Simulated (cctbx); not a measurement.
# Accept or mend?

Cell a = 10.3320 Å, b = 4.2450 Å, c = 13.4910 Å, α = 90.00°, β = 110.86°, γ = 90.00°; space group C2/m (no. 12). The compound is Yb2ErSi3Ni.

Simulated single-crystal data (cctbx): synchrotron X-rays, λ = 0.4959 Å, to d = 0.65 Å, 95 % of the full sphere, strongest reflection 5000 counts, noise from counting, a 6 % proportional error and a noise floor of 15 counts (s.d.); no absorption.

An anisotropic refinement with weights 1/σ² prints:

```text
Rint 0.055, 93 unique reflections to 1.61 A
cycle     R1     wR2    GooF  max shift (A)
   1  0.0245  0.0623   1.217   0.05786
   3  0.0160  0.0402   0.786   0.00044
final R1 0.0160 wR2 0.0402 GooF 0.786  parameters 42  data/parameter 2.2
atom        x        y        z      Ueq    occ   su(xyz)  su(Uiso or U11)
Yb1    0.75105  0.00000  0.23030   0.0045  1.000  0.00036  0.0034  NPD
Yb2    0.97027  0.50000  0.62222   0.0017  1.000  0.00035  0.0039  NPD
Er1    0.09758  0.50000  0.92233   0.0003  1.000  0.00037  0.0037  NPD
Ni1    0.25107  0.50000  0.59845  -0.0017  1.000  0.00098  0.0085  NPD
Si1    0.96125  0.00000  0.76904  -0.0200  1.000  0.00183  0.0200  NPD
Si2    0.86743  0.00000  0.45810   0.0216  1.000  0.00296  0.0218  NPD
Si3    0.38517  0.50000  0.92684   0.0223  1.000  0.00294  0.0202  NPD
difference map: max 1.45 min -1.17 rms 0.31
Q1    0.2320  0.5000  0.7860    4    1.47  1.99 A from Si3
Q2    0.0523  0.0000  0.6027    4    1.06  1.36 A from Si2
Q3    0.1608  0.5000  0.4368    4    0.80  1.30 A from Yb2
Q4    0.1760  0.0000  0.7411    4    0.78  0.71 A from Yb1
Q5    0.0717  0.2570  0.1217    8    0.75  1.42 A from Si3
Q6    0.1985  0.2310  0.9474    8    0.69  1.50 A from Er1
```

Q: Accept it or mend it, and why?

Mend it. The fault: data cut at low resolution. Against the right model at the same level, R1 goes from 0.0330 to 0.0160 and GooF from 0.92 to 0.79 and Yb1, Yb2, Er1, Ni1, Si1, Si2 and Si3 go non-positive-definite. The atoms are right, but there are too few data for the parameters: R1 flatters and the s.u.s grow. Data per parameter fall from 28.1 to 2.2.

The compound is Yb2ErSi3Ni. The right model at the same level gives:

```text
Rint 0.080, 1179 unique reflections to 0.65 A
cycle     R1     wR2    GooF  max shift (A)
   1  0.0334  0.0736   0.933   0.00117
   2  0.0330  0.0727   0.922   0.00000
final R1 0.0330 wR2 0.0727 GooF 0.922  parameters 42  data/parameter 28.1
atom        x        y        z      Ueq    occ   su(xyz)  su(Uiso or U11)
Yb1    0.75085  0.00000  0.22991   0.0035  1.000  0.00006  0.0002
Yb2    0.97017  0.50000  0.62270   0.0030  1.000  0.00006  0.0002
Er1    0.09799  0.50000  0.92193   0.0029  1.000  0.00006  0.0002
Ni1    0.25108  0.50000  0.59851   0.0041  1.000  0.00019  0.0007
Si1    0.95601  0.00000  0.76544   0.0048  1.000  0.00041  0.0015
Si2    0.86648  0.00000  0.45592   0.0070  1.000  0.00042  0.0015
Si3    0.38377  0.50000  0.92398   0.0058  1.000  0.00041  0.0015
difference map: max 6.13 min -5.61 rms 1.27
Q1    0.0435  0.5000  0.9587    4    6.40  0.87 A from Er1
Q2    0.1093  0.5000  0.0859    4    5.12  1.97 A from Yb1
Q3    0.1424  0.1011  0.6672    8    5.05  1.50 A from Yb1
Q4    0.0086  0.5000  0.6574    4    4.99  0.49 A from Yb2
Q5    0.1985  0.5000  0.3490    4    4.67  1.82 A from Si2
Q6    0.2297  0.5000  0.7859    4    4.48  1.97 A from Si3
```

The model is made up (kin elements in a known structure type, no relaxation), so it says nothing on whether the phase exists.

[Middle refinement cycles are left out of these outputs.]

[Logs are printed without paths, hosts, clocks, repeated set-up lines and the standing remarks that a program may print on its own settings, such as how far it seeks lower states.]
